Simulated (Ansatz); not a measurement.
**LiZnF3 (model cell, started as cubic perovskite with Zn in the octahedra): following an unstable mode**

Which phase does LiZnF3 (model cell, started as cubic perovskite with Zn in the octahedra) fall into along its unstable mode, and how much energy does it gain?

Method: DFT PBEsol, scalar-relativistic, plane waves, PAW; PAW set soft_1, in Ansatz 0.2.0.

The structure was built from a prototype and need not be the compound's stable phase.

**1. The structure**

Symmetry: Pm-3m, No. 221, cubic system. Conventional cell: a = 3.968 Å, b = 3.968 Å, c = 3.968 Å, α = 90.00°, β = 90.00°, γ = 90.00°. Nearest to Li lie 12 F at 2.81 Å. Zn has 6 F at 1.98 Å nearest. Nearest to F lie 2 Zn at 1.98 Å. Farther neighbours and most contacts between anions are not listed.

**2. The dispersion**

The cell comes from relaxations at this level that are not shown. Stability and thermal properties need the whole zone. Linear response on a 4×4×4 q mesh gives force constants as far as a supercell of that size would, and the tensors from the zone-centre run are typed in so that the long-range dipole term is interpolated apart.

Contents of input.yaml:

```yaml
crystal:
  lattice:
    - [3.9677040432, 0.0, 0.0]
    - [0.0, 3.9677040432, 0.0]
    - [0.0, 0.0, 3.9677040432]
  atoms:
    - { symbol: Li, position: [0.0, 0.0, 0.0] }
    - { symbol: Zn, position: [0.5, 0.5, 0.5] }
    - { symbol: F, position: [0.5, 0.5, 0.0] }
    - { symbol: F, position: [0.5, 0.0, 0.5] }
    - { symbol: F, position: [0.0, 0.5, 0.5] }
kpoints:
  mp_grid: { grid: [8, 8, 8] }
hamiltonian:
  xc: pbesol
  pseudopotentials: { kind: paw, azcp: { folder: soft_1 }, xc_functional: pbe }
scf:
  occupations: { method: fixed }
output:
  eigenvalues: true
phonons:
  method: dfpt
  qmesh: [4, 4, 4]
  temperatures: { t_max: 1000, t_step: 50 }
  qpath:
    path:
      - [[0.0, 0.0, 0.0], [0.0, 0.5, 0.0], [0.5, 0.5, 0.0], [0.0, 0.0, 0.0], [0.5, 0.5, 0.5], [0.0, 0.5, 0.0]]
      - [[0.5, 0.5, 0.5], [0.5, 0.5, 0.0]]
    npoints: 10
  non_analytic_term:
    high_frequency_dielectric_tensor: [[2.29, 0.0, 0.0], [0.0, 2.29, 0.0], [0.0, 0.0, 2.29]]
    born_effective_charges:
      - { species: Li, tensor: [[1.2076, 0.0, 0.0], [0.0, 1.2076, 0.0], [0.0, 0.0, 1.2076]] }
      - { species: Zn, tensor: [[2.2074, 0.0, 0.0], [0.0, 2.2074, 0.0], [0.0, 0.0, 2.2074]] }
      - { species: F, tensor: [[-0.8576, 0.0, 0.0], [0.0, -0.8576, 0.0], [0.0, 0.0, -1.6999]] }
      - { species: F, tensor: [[-0.8576, 0.0, 0.0], [0.0, -1.6999, 0.0], [0.0, 0.0, -0.8576]] }
      - { species: F, tensor: [[-1.6999, 0.0, 0.0], [0.0, -0.8576, 0.0], [0.0, 0.0, -0.8576]] }
    source: "zone-centre run at this cell"
```

Launch:

```console
ansatz run input.yaml --threads 4 --pin off --max-ram 16384MiB --backend cpu --events-out ev --progress --plain --runs-dir out
```

Numbers of over 12 decimals in the logs are rounded to 6 here.

The log of the run:

```text
Engine: ansatz 0.2.0, x86_64-unknown-linux-gnu
Pseudopotentials: kind: paw
Pseudopotential: Li, paw, valence charge 3, recommended cutoff 420 eV (normal), soft_1/Li.paw.azcp
Pseudopotential: Zn, paw, valence charge 12, recommended cutoff 420 eV (normal), soft_1/Zn.paw.azcp
Pseudopotential: F, paw, valence charge 7, recommended cutoff 420 eV (normal), soft_1/F.paw.azcp
Functional definition: PBEsol
  exchange = pbesol_x
  correlation = pbesol_c
Crystal: 5 atoms, lattice volume = 62.462 Å³
Basis set: ecut = 420 eV, 1213 PW (Γ), exchange–correlation on 54×54×54 points (8 copies of the dense FFT grid, shifted against one another)
Bands: 23, of which v1, the nominal top of the filled ones, is band 18 counted from 1 (17 counted from 0)
Symmetry: 48 space group operations
k-points: 35 of 512
Non-local potential: Li, projectors of the file, l = 0: 3, l = 1: 2, l = 2: 1
Non-local potential: Zn, projectors of the file, l = 0: 2, l = 1: 2, l = 2: 3, l = 3: 1
Non-local potential: F, projectors of the file, l = 0: 2, l = 1: 2, l = 2: 1
PAW form: soft (Blöchl's): semilocal exchange-correlation on the pseudo side does not see the compensation charge
PAW frozen core: Zn, regenerated for the run's functional, and the local potential with it (the file was generated under x = pbe(κ = 0.804, μ = 0.219515), c = pbe(β = 0.066725))
PAW frozen core: F, regenerated for the run's functional, and the local potential with it (the file was generated under x = pbe(κ = 0.804, μ = 0.219515), c = pbe(β = 0.066725))
PAW one-centre angular grid: Li, 110 points (default); XC on 64 Gauss nodes
PAW one-centre angular grid: Zn, 590 points (default); XC on 64 Gauss nodes
PAW one-centre angular grid: F, 110 points (default); XC on 64 Gauss nodes
Initial density: superposition of atomic densities (chi_scale 0.1, normalization cell, long waves kept (reshape's long-wave potential 0.03 eV rms))
Initial wavefunctions: pseudopotential atomic-orbital guess
Functional: x = pbesol(κ = 0.804, μ = 0.123457), c = pbesol(β = 0.046)
SCF iter   1: F=—  HF=-5893.265848 eV  |F-HF|=—  |Δ(HF+E_count)|=         —  Δρ=1.82e-1  dr2=1.26e1  ethr=3.10e-3  ⟨swp⟩=4.3  Hψ=3681  notcnv=0  defer=69
preconditioner: auto → Resta (q_TF=auto, 2.489 Å⁻¹)  ε∞=3.7  [insulator: Δε(μ)=2.900 eV  Ē_g=16.802 eV  n_scr=18 (ndim 8)  ℏωp=27.4 eV  f_vac=0.010  ε∞_Penn≈3.7]
SCF iter   2: F=—  HF=-5888.911449 eV  |F-HF|=—  |Δ(HF+E_count)|=    4.35e0  Δρ=4.01e-2  dr2=8.04e-1  ethr=3.10e-3  ⟨swp⟩=3.0  Hψ=2324  notcnv=0  defer=85
SCF iter   3: F=—  HF=-5888.465744 eV  |F-HF|=—  |Δ(HF+E_count)|=   4.46e-1  Δρ=2.14e-2  dr2=3.11e-1  ethr=2.23e-3  ⟨swp⟩=2.0  Hψ=1640  notcnv=0  defer=97
SCF iter   4: F=—  HF=-5888.415332 eV  |F-HF|=—  |Δ(HF+E_count)|=   5.04e-2  Δρ=1.06e-2  dr2=2.82e-2  ethr=8.64e-4  ⟨swp⟩=2.4  Hψ=1364  notcnv=0  defer=96
SCF iter   5: F=—  HF=-5888.447899 eV  |F-HF|=—  |Δ(HF+E_count)|=   3.26e-2  Δρ=6.99e-3  dr2=1.81e-2  ethr=7.84e-5  ⟨swp⟩=2.9  Hψ=1691  notcnv=0  defer=100
SCF iter   6: F=—  HF=-5888.441583 eV  |F-HF|=—  |Δ(HF+E_count)|=   6.32e-3  Δρ=3.16e-3  dr2=3.30e-3  ethr=5.02e-5  ⟨swp⟩=2.2  Hψ=1318  notcnv=0  defer=100
SCF iter   7: F=—  HF=-5888.441177 eV  |F-HF|=—  |Δ(HF+E_count)|=   4.07e-4  Δρ=6.68e-4  dr2=1.96e-4  ethr=9.16e-6  ⟨swp⟩=2.1  Hψ=1344  notcnv=0  defer=101
SCF iter   8: F=—  HF=-5888.441201 eV  |F-HF|=—  |Δ(HF+E_count)|=   2.38e-5  Δρ=8.66e-5  dr2=6.00e-6  ethr=5.43e-7  ⟨swp⟩=2.0  Hψ=1350  notcnv=0  defer=101
SCF iter   9: F=—  HF=-5888.441202 eV  |F-HF|=—  |Δ(HF+E_count)|=   1.92e-6  Δρ=2.42e-5  dr2=2.68e-7  ethr=1.67e-8  ⟨swp⟩=2.4  Hψ=1296  notcnv=0  defer=36
SCF iter  10: F=—  HF=-5888.441203 eV  |F-HF|=—  |Δ(HF+E_count)|=   1.70e-7  Δρ=2.29e-6  dr2=2.65e-9  ethr=7.43e-10  ⟨swp⟩=2.0  Hψ=1370  notcnv=0  defer=35
SCF iter  11: F=—  HF=-5888.441203 eV  |F-HF|=—  |Δ(HF+E_count)|=   3.82e-9  Δρ=4.82e-7  dr2=1.03e-10  ethr=7.37e-12  ⟨swp⟩=2.0  Hψ=1394  notcnv=0  defer=35
SCF iter  12: F=-5888.441203 eV  HF=-5888.441203 eV  |F-HF|=1.36e-11  |Δ(HF+E_count)|=  2.53e-10  Δρ=1.08e-7  dr2=7.15e-12  ethr=1.00e-12  ⟨swp⟩=11.1  Hψ=4647  notcnv=0
SCF 1 converged in 12 iterations: F = -5888.441203 eV  dr2 = 7.15e-12
  greatest PAW one-centre occupation: 0.999 electrons in one spin orbital (limit 2), on the Li atom at site 0 (counted from 0), in its partial waves of l = 0
NSCF: frozen V_eff on 35 k-points
NSCF: frozen V_eff on 125 k-points
DFPT response loops at q = (0, 0, 0) (fractional): preconditioner auto → none (the input reference at scf.mixing.eps_inf says where Resta's filter doesn't serve); β = 0.50; Broyden in place of MSR1
NSCF: frozen V_eff on 400 k-points
DFPT response loops at q = (0, 0, 0.25) (fractional): mixed as the last ones told, above
NSCF: frozen V_eff on 250 k-points
DFPT response loops at q = (0, 0, -0.5) (fractional): mixed as the last ones told, above
NSCF: frozen V_eff on 640 k-points
DFPT response loops at q = (0, 0.25, 0.25) (fractional): mixed as the last ones told, above
NSCF: frozen V_eff on 400 k-points
DFPT response loops at q = (0, 0.25, -0.5) (fractional): mixed as the last ones told, above
NSCF: frozen V_eff on 250 k-points
DFPT response loops at q = (0, -0.5, -0.5) (fractional): mixed as the last ones told, above
NSCF: frozen V_eff on 1024 k-points
DFPT response loops at q = (0.25, 0.25, 0.25) (fractional): mixed as the last ones told, above
NSCF: frozen V_eff on 640 k-points
DFPT response loops at q = (0.25, 0.25, -0.5) (fractional): mixed as the last ones told, above
NSCF: frozen V_eff on 400 k-points
DFPT response loops at q = (0.25, -0.5, -0.5) (fractional): mixed as the last ones told, above
NSCF: frozen V_eff on 250 k-points
DFPT response loops at q = (-0.5, -0.5, -0.5) (fractional): mixed as the last ones told, above
SCF converged after 12 iterations
Free energy (F): -5888.441203 eV
Harris-Foulkes:  -5888.441203 eV  (|F-HF|=1.36e-11)
Internal energy: -5888.441203 eV  (E = F + TS)
E sigma→0 (E₀):  -5888.441203 eV
Fermi energy:    2.616982 eV
--- Per-component energies (eV) ---
  E_band       = -217.983533
  E_kinetic    = 753.081377
  E_local      = -4452.989431  (includes V_loc(G=0)·N_el)
  E_nonlocal   = 1073.921020
  E_hartree    = 1712.264893
  E_xc         = -312.712639
  E_vxc        = -354.652487  (∫ρ·V_xc dr)
  E_paw        = -2481.889139  (= ΣΔE_a)
  E_vpaw       = -661.875802  (= ΣTr[D̂ρ^β])
  E_aug_tail   = 0.002100  (compensation charges beyond the density's cutoff)
  E_ewald      = -2181.044068
  E_core_change = 0.924684  (= ΣΔE_core)
  E_smearing   = -0.000000  (= −TS)
  E_closure    = -0.000000  (closes the sum)
  Σ components = -5888.441203   (vs F -5888.441203, Δ=0.00e0)
--- Band table (eV; the first three rows and the last of 35) ---
  k-point 0: bands = [... 14 lower, 0.1672, 0.2433, 0.2433, 0.2433, 5.6968, 10.1296, 13.4353, 13.4353, ... 1 higher]
  k-point 1: bands = [... 14 lower, 0.2010, 0.2898, 0.2898, 0.3809, 5.9815, 10.2676, 12.5777, 13.3930, ... 1 higher]
  k-point 2: bands = [... 14 lower, 0.2220, 0.4316, 0.4316, 0.6652, 6.7213, 10.4838, 11.6454, 13.2884, ... 1 higher]
  k-point 34: bands = [... 14 lower, 0.7927, 0.7927, 2.6170, 2.6170, 10.5318, 11.9437, 11.9437, 11.9437, ... 1 higher]
--- Phonons (Γ-DFPT): 4 representative perturbations + reference (Σ response iterations 15) ---
  ASR residual: 2.630e-4 → 0.000e0 eV/Å²; symmetrization residual: 1.250e-6 eV/Å²
  ASR residual per site (eV/Å²): 1.99e-4 2.63e-4 9.51e-5 9.51e-5 9.51e-5
  Γ frequencies (cm⁻¹): -231.11 -231.11 -231.11 -40.21 -40.21 -40.21 0.00 0.00 0.00 187.72 187.72 187.72 488.99 488.99 488.99
--- Phonons (arbitrary-q DFPT): 10 irreducible q on the 4×4×4 mesh ---
  q = [0.0000, 0.0000, 0.0000] (star 1, of the zone-centre solve; hermiticity 1.77e-7, symmetrization 2.91e-13): -231.11 -231.11 -231.11 -40.21 -40.21 -40.21 -0.00 0.00 0.00 187.72 187.72 187.72 488.99 488.99 488.99
  q = [0.0000, 0.0000, 0.2500] (star 6, 9 solved perturbations in 1560 linear systems a pass and spin channel, the states on 200 of 512 k-point pairs; hermiticity 1.65e-7, symmetrization 3.34e-13): -223.70 -223.70 -45.45 -45.45 17.03 70.75 70.75 118.39 163.57 173.61 173.61 254.73 487.56 487.56 548.97
  q = [0.0000, 0.0000, -0.5000] (star 3, 9 solved perturbations in 975 linear systems a pass and spin channel, the states on 125 of 512 k-point pairs; hermiticity 2.11e-7, symmetrization 4.63e-13): -215.31 -215.31 -58.87 -58.87 46.16 131.60 131.60 135.66 135.66 167.61 180.31 291.32 486.09 486.09 520.18
  q = [0.0000, 0.2500, 0.2500] (star 12, 9 solved perturbations in 2460 linear systems a pass and spin channel, the states on 320 of 512 k-point pairs; hermiticity 1.49e-7, symmetrization 6.98e-14): -220.16 -214.75 -118.56 -103.16 48.37 61.93 109.43 137.35 159.88 171.33 247.42 269.53 433.43 486.22 559.94
  q = [0.0000, 0.2500, -0.5000] (star 12, 15 solved perturbations on 200 of 512 k-point pairs; hermiticity 2.08e-7, symmetrization 4.53e-14): -212.63 -204.04 -158.33 -122.13 25.14 110.96 126.37 130.04 163.28 199.53 266.24 300.45 405.14 484.84 548.27
  q = [0.0000, -0.5000, -0.5000] (star 3, 9 solved perturbations in 975 linear systems a pass and spin channel, the states on 125 of 512 k-point pairs; hermiticity 2.18e-7, symmetrization 1.91e-13): -208.06 -208.06 -189.19 -161.13 78.70 78.70 118.22 174.01 174.01 221.67 310.51 310.51 350.37 483.56 545.69
  q = [0.2500, 0.2500, 0.2500] (star 8, 4 solved perturbations in 1376 linear systems a pass and spin channel, the states on 512 of 512 k-point pairs; hermiticity 1.88e-7, symmetrization 2.23e-13): -219.12 -219.12 -123.93 -116.69 -91.62 -91.62 162.95 162.95 163.82 237.87 237.87 279.80 431.85 431.85 572.46
  q = [0.2500, 0.2500, -0.5000] (star 12, 9 solved perturbations in 2460 linear systems a pass and spin channel, the states on 320 of 512 k-point pairs; hermiticity 1.70e-7, symmetrization 1.04e-13): -218.15 -201.10 -184.21 -134.42 -107.37 -85.71 163.35 192.82 205.86 223.59 272.35 296.31 391.07 430.26 568.89
  q = [0.2500, -0.5000, -0.5000] (star 6, 9 solved perturbations in 1560 linear systems a pass and spin channel, the states on 200 of 512 k-point pairs; hermiticity 1.44e-7, symmetrization 2.73e-13): -212.19 -212.19 -206.67 -161.47 -119.24 -119.24 192.98 218.55 218.55 245.25 294.08 294.08 350.10 412.82 571.61
  q = [-0.5000, -0.5000, -0.5000] (star 1, 4 solved perturbations in 350 linear systems a pass and spin channel, the states on 125 of 512 k-point pairs; hermiticity 5.00e-8, symmetrization 1.64e-13): -220.18 -220.18 -220.18 -161.80 -161.80 -161.80 256.31 256.31 256.31 264.55 264.55 264.55 349.82 349.82 578.83
  sum rule: each row above includes the acoustic sum rule's correction from the zone centre's row sums; it moved no ω² by more than (2.79 cm⁻¹)²
  mesh force constants: q→R imaginary residual 7.26e-19; ASR residual 2.630e-4 → 0.000e0 eV/Å²; symmetrization residual 8.882e-15 eV/Å²
  interpolated dispersion: 63 rows × 15 modes
  density of states and harmonic sums: on the 16×16×16 q-mesh, interpolated from the force constants of a 4×4×4 supercell (with the dipole–dipole term of supplied tensors)
  largest difference from the sums on the solved wave vectors: F 6.65e-2 eV, S 8.86e-5 and C_V 2.21e-5 eV/K
  zero-point energy: 0.167330 eV/cell   skipped modes (ω ≤ 0): 853, of them read as no rigid motion or as one in doubt: 850 (5.177e0 modes/cell left out, lowest -231.11 cm⁻¹)   left out of the sums: 3.45e-1 of the cell's modes: C_V's classical limit lies that fraction below 3 k_B per atom; for a crystal, a wire or a layer, F and S can be off by more, and a phonons.interpolated_qmesh denser along its periods is the remedy for the sampling
```

It took 6.4 min on 4 threads of Intel Xeon Platinum 8375C at 2.90GHz (Ice Lake), shared host; peak memory 2 GiB; 24 min of CPU time.

In the SCF lines HF is the Harris–Foulkes energy and dr2 the Hartree energy of the density residual, in eV; the loop may stop once dr2 is under the threshold and the program's other checks hold. Hψ counts applications of the Hamiltonian.

Numbers from this step:

- gap on the k-mesh: 3.080 eV
- volume per atom: 12.49 Å³
- sum-rule residual before enforcement: 2.63e-4 eV/Å²
- lowest frequency on the path: -231.1 cm⁻¹
- point group: m-3m
- highest frequency on the path or at a solved wavevector: 578.8 cm⁻¹
- highest optical mode at the zone centre (no LO-TO term): 489.0 cm⁻¹
- lowest optical zone-centre mode: -231.1 cm⁻¹
- lowest mode on the q mesh (acoustic modes at Γ apart): -231.1 cm⁻¹

Frequencies (cm⁻¹) solved at each irreducible wavevector; negative means imaginary. Frequencies by wavevector, by row:

```csv
q in reciprocal lattice units,star,mode 1,mode 2,mode 3,mode 4,mode 13,mode 14,mode 15
0 0 0,1,-231.1,-231.1,-231.1,-40.2,489,489,489
0 0 0.25,6,-223.7,-223.7,-45.5,-45.5,487.6,487.6,549
0 0 -0.5,3,-215.3,-215.3,-58.9,-58.9,486.1,486.1,520.2
0 0.25 0.25,12,-220.2,-214.8,-118.6,-103.2,433.4,486.2,559.9
0 0.25 -0.5,12,-212.6,-204,-158.3,-122.1,405.1,484.8,548.3
0 -0.5 -0.5,3,-208.1,-208.1,-189.2,-161.1,350.4,483.6,545.7
0.25 0.25 0.25,8,-219.1,-219.1,-123.9,-116.7,431.9,431.9,572.5
0.25 0.25 -0.5,12,-218.2,-201.1,-184.2,-134.4,391.1,430.3,568.9
0.25 -0.5 -0.5,6,-212.2,-212.2,-206.7,-161.5,350.1,412.8,571.6
-0.5 -0.5 -0.5,1,-220.2,-220.2,-220.2,-161.8,349.8,349.8,578.8
```

Interpolated from a 4×4×4 q mesh, with the LO-TO term (at Γ the limit along the path; where Γ stands inside the path, tables give the limit on arrival). The phonon branches at the labelled points (cm⁻¹):

```csv
point,branch 1,branch 2,branch 3,branch 4,branch 12,branch 13,branch 14,branch 15
Γ,-231,-231,-40,-40,239,489,489,571
halfway,-224,-224,-45,-45,255,488,488,549
X,-215,-215,-59,-59,291,486,486,520
halfway,-213,-204,-158,-122,300,405,485,548
M,-208,-208,-189,-161,310,350,484,546
halfway,-220,-215,-119,-103,270,433,486,560
Γ,-231,-231,-40,-40,239,489,489,571
halfway,-219,-219,-124,-117,280,432,432,572
R,-220,-220,-220,-162,264,350,350,579
halfway,-218,-201,-184,-134,296,391,430,569
X,-215,-215,-59,-59,291,486,486,520
jump to R,-220,-220,-220,-162,264,350,350,579
halfway,-212,-212,-207,-162,294,350,413,572
M,-208,-208,-189,-161,310,350,484,546
```

Symmetry leaves 10 wavevectors to solve. The lowest mode among them, the acoustic zeros apart, lies at Γ and is imaginary, 231.1i cm⁻¹, so the energy falls along it.

**3. The mode frozen in, largest atomic shift 0 Å**

The mode followed lies at Γ with frequency 231.1i cm⁻¹ and is 3-fold degenerate, the softest among the wavevectors solved. At small amplitude the distorted cell has space group no. 38 by a symmetry search on the positions. The undistorted cell that holds it gives the zero of energy on the same k mesh.

input.yaml, the sections that differ from step 2:

```yaml
scf:
  occupations: { method: gaussian, width: 0.02 }
output:
  forces: true
  stress: true
  eigenvalues: true
# crystal, kpoints, hamiltonian: as in step 2
# phonons: removed
```

The log of the run:

```text
[...]
Crystal: 5 atoms, lattice volume = 62.462 Å³
Basis set: ecut = 420 eV, 1213 PW (Γ), exchange–correlation on 54×54×54 points (8 copies of the dense FFT grid, shifted against one another)
Bands: 23, of which v1, the nominal top of the filled ones, is band 18 counted from 1 (17 counted from 0)
Symmetry: 48 space group operations
[...]
k-points: 35 of 512
[...]
--- Band table (eV; the first three rows and the last of 35) ---
  k-point 0: bands = [... 14 lower, 0.1672, 0.2433, 0.2433, 0.2433, 5.6968, 10.1296, 13.4352, 13.4352]
  k-point 1: bands = [... 14 lower, 0.2010, 0.2898, 0.2898, 0.3809, 5.9815, 10.2676, 12.5777, 13.3930]
  k-point 2: bands = [... 14 lower, 0.2220, 0.4316, 0.4316, 0.6652, 6.7213, 10.4838, 11.6454, 13.2884]
  k-point 34: bands = [... 14 lower, 0.7927, 0.7927, 2.6170, 2.6170, 10.5318, 11.9437, 11.9437, 11.9437]
[key lines of the parts left out:]
SCF converged after 10 iterations
Free energy (F): -5888.441203 eV
Fermi energy:    4.156959 eV
P = ⅓ Tr σ = -0.0069 GPa (-0.069 kbar)
```

It took 0.96 s on 4 threads; peak memory 0.42 GiB; 3.1 s of CPU time.

Numbers from this step:

| Item | Value |
| --- | --- |
| pressure | -0.006940 GPa |
| energy from the undistorted cell | 0 meV/atom |

At this level the gap is 3.08 eV on the k-mesh of the self-consistent run, which can miss the band edges.

**4. The mode frozen in, largest atomic shift 0.6 Å**

The atoms are moved along the unstable eigenvector, the largest shift by 0.6 Å, with the cell fixed.

input.yaml, the sections that differ from step 3:

```yaml
crystal:
  lattice:
    - [3.9677040432, 0.0, 0.0]
    - [0.0, 3.9677040432, 0.0]
    - [0.0, 0.0, 3.9677040432]
  atoms:
    - { symbol: Li, position: [0.0, -0.1069293637, -0.1069293637] }
    - { symbol: Zn, position: [0.5, 0.4971842228, 0.4971842228] }
    - { symbol: F, position: [0.5, 0.5231613438, 0.0024280041] }
    - { symbol: F, position: [0.5, 0.0024280041, 0.5231613438] }
    - { symbol: F, position: [0.0, 0.5231613438, 0.5231613438] }
# kpoints, hamiltonian, scf, output: as in step 3
```

The log of the run:

```text
[...]
Crystal: 5 atoms, lattice volume = 62.462 Å³
Basis set: ecut = 420 eV, 1213 PW (Γ), exchange–correlation on 54×54×54 points (8 copies of the dense FFT grid, shifted against one another)
Bands: 23, of which v1, the nominal top of the filled ones, is band 18 counted from 1 (17 counted from 0)
Symmetry: 4 space group operations
[...]
k-points: 105 of 512 (time reversal used)
[...]
--- Band table (eV; the first three rows and the last of 105) ---
  k-point 0: bands = [... 14 lower, 0.0518, 0.1119, 0.2071, 0.2653, 5.7226, 9.9567, 12.8303, 13.8059]
  k-point 1: bands = [... 14 lower, 0.0747, 0.1596, 0.1660, 0.4230, 6.0068, 10.0665, 12.5564, 13.7765]
  k-point 2: bands = [... 14 lower, 0.0896, 0.2872, 0.2917, 0.6258, 6.7478, 10.2220, 12.0202, 13.7027]
  k-point 104: bands = [... 14 lower, 0.6111, 0.7389, 2.3409, 2.4374, 10.1442, 11.8321, 12.2082, 12.3655]
[key lines of the parts left out:]
SCF converged after 11 iterations
Free energy (F): -5888.702474 eV
Fermi energy:    4.079973 eV
P = ⅓ Tr σ = 0.5761 GPa (5.761 kbar)
```

The job ended after 3.9 s (4 threads; peak memory 0.52 GiB).

Numbers from this step:

```yaml
pressure: 0.5761 GPa
gap_on_the_k_mesh: 3.285 eV
energy_from_the_undistorted_cell: -52.25 meV/atom
```

The energy, extrapolated to zero smearing, is -52.25 meV/atom against the undistorted cell.

The run ends at a pressure of 0.58 GPa, with forces up to 0.50 eV/Å.

(Part 1 of 3 ends here.)

[Logs are printed without paths, hosts, clocks, repeated set-up lines and the standing remarks that a program may print on its own settings, such as how far it seeks lower states.]

[Hosts, paths, dates, database ids (printed as entryN), source tags and the programs' standing remarks are cut or masked in the printed files.]
